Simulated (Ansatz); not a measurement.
**G0W0 on several functionals: CuBiPbS3 (Aikinite)**

One-shot GW is not self-consistent; how far does the start matter for CuBiPbS3 (Aikinite)?

Program: Ansatz 0.2.0. Level of theory: G0W0 on several functionals, plane waves, PAW. Results are calculated unless marked as measured.

Report form: the programs' logs are mostly left out.

In doubt: one-shot GW on d or f shells is unsure, so the values of those runs are not to be relied on; masses and optical values from hybrid runs of this build are listed as unsure (step 4), which bears on the screening that GW takes from such a start.

## (1) The structure

It takes space group Pnma (No. 62, orthorhombic). The conventional cell has a = 11.638 Å, b = 4.039 Å, c = 11.319 Å, α = 90.00°, β = 90.00°, γ = 90.00°. Cu has 4 S at 2.31 to 2.40 Å nearest. Bi has 6 S at 2.66 to 3.16 Å nearest. Nearest to Pb lie 7 S at 2.89 to 3.26 Å and 2 Cu at 3.29 Å. Nearest to S lie 2 Cu at 2.35 Å and 1 Bi at 2.66 Å and 2 Pb at 2.99 Å. Nearest to S lie 1 Cu at 2.31 Å and 3 Pb at 2.89 to 2.99 Å and 2 Bi at 2.95 Å. Nearest to S lie 1 Cu at 2.40 Å and 3 Bi at 2.76 to 3.16 Å and 2 Pb at 3.26 Å. Farther neighbours and most contacts between anions are not listed.

The cell and positions come from the Crystallography Open Database and are kept as given unless a step says otherwise. Spin-orbit coupling is left out unless a step names it. The default PAW set here is soft_2. Its files were made with PBE.

## (2) G0W0 on LDA

Now the one-shot GW correction: screening in the RPA, then the self-energy of the levels asked for.

This step: G0W0 on LDA, plane waves, PAW.

input.yaml

```yaml
crystal:
  lattice:
    - [11.638, 0.0, 0.0]
    - [0.0, 4.039, 0.0]
    - [0.0, 0.0, 11.319]
  atoms:
    - { symbol: Cu, position: [0.2338, 0.25, 0.2085] }
    - { symbol: Cu, position: [0.2662, 0.75, 0.7085] }
    - { symbol: Cu, position: [0.7338, 0.25, 0.2915] }
    - { symbol: Cu, position: [0.7662, 0.75, 0.7915] }
    - { symbol: Bi, position: [0.0189, 0.25, 0.6827] }
    - { symbol: Bi, position: [0.4811, 0.75, 0.1827] }
    - { symbol: Bi, position: [0.5189, 0.25, 0.8173] }
    - { symbol: Bi, position: [0.9811, 0.75, 0.3173] }
    - { symbol: Pb, position: [0.8329, 0.25, 0.0105] }
    - { symbol: Pb, position: [0.6671, 0.75, 0.5105] }
    - { symbol: Pb, position: [0.3329, 0.25, 0.4895] }
    - { symbol: Pb, position: [0.1671, 0.75, 0.9895] }
    - { symbol: S, position: [0.716, 0.25, 0.6986] }
    - { symbol: S, position: [0.784, 0.75, 0.1986] }
    - { symbol: S, position: [0.216, 0.25, 0.8014] }
    - { symbol: S, position: [0.284, 0.75, 0.3014] }
    - { symbol: S, position: [0.0467, 0.25, 0.14] }
    - { symbol: S, position: [0.4533, 0.75, 0.64] }
    - { symbol: S, position: [0.5467, 0.25, 0.36] }
    - { symbol: S, position: [0.9533, 0.75, 0.86] }
    - { symbol: S, position: [0.3775, 0.25, 0.0559] }
    - { symbol: S, position: [0.1225, 0.75, 0.5559] }
    - { symbol: S, position: [0.8775, 0.25, 0.4441] }
    - { symbol: S, position: [0.6225, 0.75, 0.9441] }
kpoints:
  mp_grid: { grid: [2, 4, 2] }
hamiltonian:
  xc: lda
scf:
  occupations: { method: fixed }
gw:
  n_empty_bands: 647
  ecut_chi: 66
  qp_bands: [v2, c2]
  qp_kpoints: band_edges
  screening: { model: contour_deformation }
```

Command:

```bash
> ansatz run input.yaml --threads 32 --pin off --max-ram 129024MiB --backend cuda --events-out ev --progress --plain --runs-dir out --devices 1 --max-vram 157GiB  # rebuilt from the run's record
```

It took 37 s on 1 × NVIDIA GB200 with 32 threads of Arm Neoverse V2, shared host; peak memory 4.5 GiB; 1.7 min of CPU time.

Numbers from this step:

| Property | Result |
| --- | --- |
| bands summed | 779 |
| RPA ε∞ on this mesh (eigenvalues) | 16.71, 17.57, 17.96 |
| plane waves in the screening matrix | 649 |
| q-points in the mesh | 16 |
| G0W0 gap on the mesh | 1.073 eV |
| k of the valence top | 0, 0, -0.5 |
| k of the conduction bottom | 0, 0.25, 0 |
| starting gap on the mesh | 0.5953 eV |
| Z at the valence top | 0.7064 |
| Z at the conduction bottom | 0.7732 |
| least direct G0W0 gap on the computed points | 1.168 eV |

The gap on the mesh goes from 0.60 eV to 1.07 eV, a correction of +0.48 eV. Between the two edge states, bare exchange in place of the xc potential would open the gap by 7.26 eV, and correlation takes back 6.79 eV.

## (3) G0W0 on r2SCAN

The same correction from a different start measures what one shot leaves open.

This step: G0W0 on r2SCAN, plane waves, PAW.

Changes to input.yaml since step 2:

```diff
@@ -33,3 +33,3 @@
 hamiltonian:
-  xc: lda
+  xc: r2scan
 scf:
```

Wall time 41 s (1 × NVIDIA GB200 with 32 threads); peak memory 7.8 GiB; 2.1 min of CPU time.

This step gave:

- bands summed: 779
- RPA ε∞ on this mesh (eigenvalues): 12.09, 13.21, 13.52
- plane waves in the screening matrix: 649
- q-points in the mesh: 16
- G0W0 gap on the mesh: 1.046 eV
- k of the valence top: 0, 0, -0.5
- k of the conduction bottom: 0, 0.25, 0
- starting gap on the mesh: 0.8586 eV
- Z at the valence top: 0.7114
- Z at the conduction bottom: 0.7859
- least direct G0W0 gap on the computed points: 1.151 eV

Against the run with 2×4×2 mesh, 647 empty bands, screening to 66 eV on LDA, the gap moves by −0.03 eV, while the start moved by +0.26 eV.

## (4) G0W0 on HSE06

This step: G0W0 on HSE06, plane waves, PAW.

Changes to input.yaml since step 3:

```diff
@@ -33,3 +33,3 @@
 hamiltonian:
-  xc: r2scan
+  xc: hse06
 scf:
```

It took 2.1 min on 1 × NVIDIA GB200 with 32 threads; peak memory 6.5 GiB.

Numbers from this step:

```yaml
bands_summed: 779
rpa_eps_infinity_on_this_mesh_eigenvalues: 9.494, 10.57, 10.86
plane_waves_in_the_screening_matrix: 649
g0w0_gap_on_the_mesh: 1.195 eV
k_of_the_valence_top: 0, 0, -0.5
k_of_the_conduction_bottom: 0, 0.25, 0
starting_gap_on_the_mesh: 1.436 eV
least_direct_g0w0_gap_on_the_computed_points: 1.295 eV
```

Against the run with 2×4×2 mesh, 647 empty bands, screening to 66 eV on r2SCAN, the gap moves by +0.15 eV, while the start moved by +0.58 eV.

## (5) The starts together

All on the 2×4×2 mesh with 647 empty bands and screening to 66 eV. Times are wall times on 1 × NVIDIA GB200 with 32 threads of Arm Neoverse V2, shared host, good to a factor of about two.

| start | starting gap (eV) | shift (eV) | G0W0 gap (eV) | RPA ε∞ (harmonic mean) | Z (valence, conduction) | time |
| --- | --- | --- | --- | --- | --- | --- |
| LDA | 0.60 | +0.48 | 1.07 | 17.40 | 0.71, 0.77 | 37 s |
| r2SCAN | 0.86 | +0.19 | 1.05 | 12.91 | 0.71, 0.79 | 41 s |
| HSE06 | 1.44 | −0.24 | 1.20 | 10.27 | 0.75, 0.80 | 2.1 min |

The parts of the quasiparticle energy at the two band edges (eV; QP = start + Σx + Σc − Vxc):

```csv
run,edge,start,Σx,Σc,Vxc,Z,QP
LDA,valence top,9.02,-28.09,3.83,-24.28,0.71,9.04
LDA,conduction bottom,9.62,-10.24,-2.95,-13.68,0.77,10.11
r2SCAN,valence top,9.26,-29.93,4.27,-25.68,0.71,9.29
r2SCAN,conduction bottom,10.12,-10.04,-2.91,-13.16,0.79,10.33
HSE06,valence top,8.72,-26.97,3.42,-23.97,0.75,9.14
HSE06,conduction bottom,10.16,-9.45,-2.99,-12.62,0.80,10.34
```

For a hybrid start, Vxc holds its share of exact exchange.

## (6) Summary of results

* G0W0@LDA: 1.07 eV (start 0.60 eV)
* G0W0@r2SCAN: 1.05 eV (start 0.86 eV)
* G0W0@HSE06: 1.20 eV (start 1.44 eV)
* known limits: not at the basis limit; d shell near the gap, gap tends to lie low; no spin-orbit coupling; coarse k mesh

The starting gaps span 0.84 eV and the G0W0 gaps 0.15 eV. Between LDA and HSE06, 0.12 eV of the 0.84 eV survives, 15 %. The order is not kept throughout: r2SCAN starts 0.26 eV above LDA and ends 0.03 eV below it, so orbitals matter beside the gap. HSE06 screens less than LDA (ε∞ 10.27 against 17.40). Of the 0.12 eV by which its G0W0 gap is higher, the correlation part gives +0.37 eV, and exchange with the one-particle terms, which follow the orbitals, −0.25 eV. On HSE06 the correction is negative: that start lies above its own G0W0 value. The smallest correction, +0.19 eV, is on r2SCAN, the start nearest to reproducing itself, though another is as near within the errors. Bands and cutoff are finite, so the gap is not at the basis limit. The miss can reach some tenths of an eV and take either sign; the mesh is an error of its own. The 2×4×2 mesh is coarse for this cell (its supercell is 16 Å along the shortest edge). The RPA ε∞ on it, from the LDA start, is 16.71, 17.57 and 17.96; such meshes misread the long-range screening, most where the gap is narrow. Where an edge is built on 6p states of lead, bismuth or thallium, scalar-relativistic gaps usually stand too wide, by a few tenths to over one eV. A d shell, filled or nearly so, lies near the gap. One-shot GW converges very slowly in bands there, not always from below, and on a semilocal start the gap tends to come out low; starts rich in exact exchange can overshoot instead. The many-body steps are scalar-relativistic: spin-orbit coupling is not in them.

[Paths, hosts, dates, memory and timing lines, banners, echoed tables and standing remarks are left out of the program output.]

[Logs are printed without paths, hosts, clocks, repeated set-up lines and the standing remarks that a program may print on its own settings, such as how far it seeks lower states.]

[Runs of the session that timed out or met a known fault of the program may be left out.]

[Cells called generated may have been cut or substituted from an entry of the Crystallography Open Database or the Materials Project.]

[Hosts, paths, dates, database ids (printed as entryN), source tags and the programs' standing remarks are cut or masked in the printed files.]
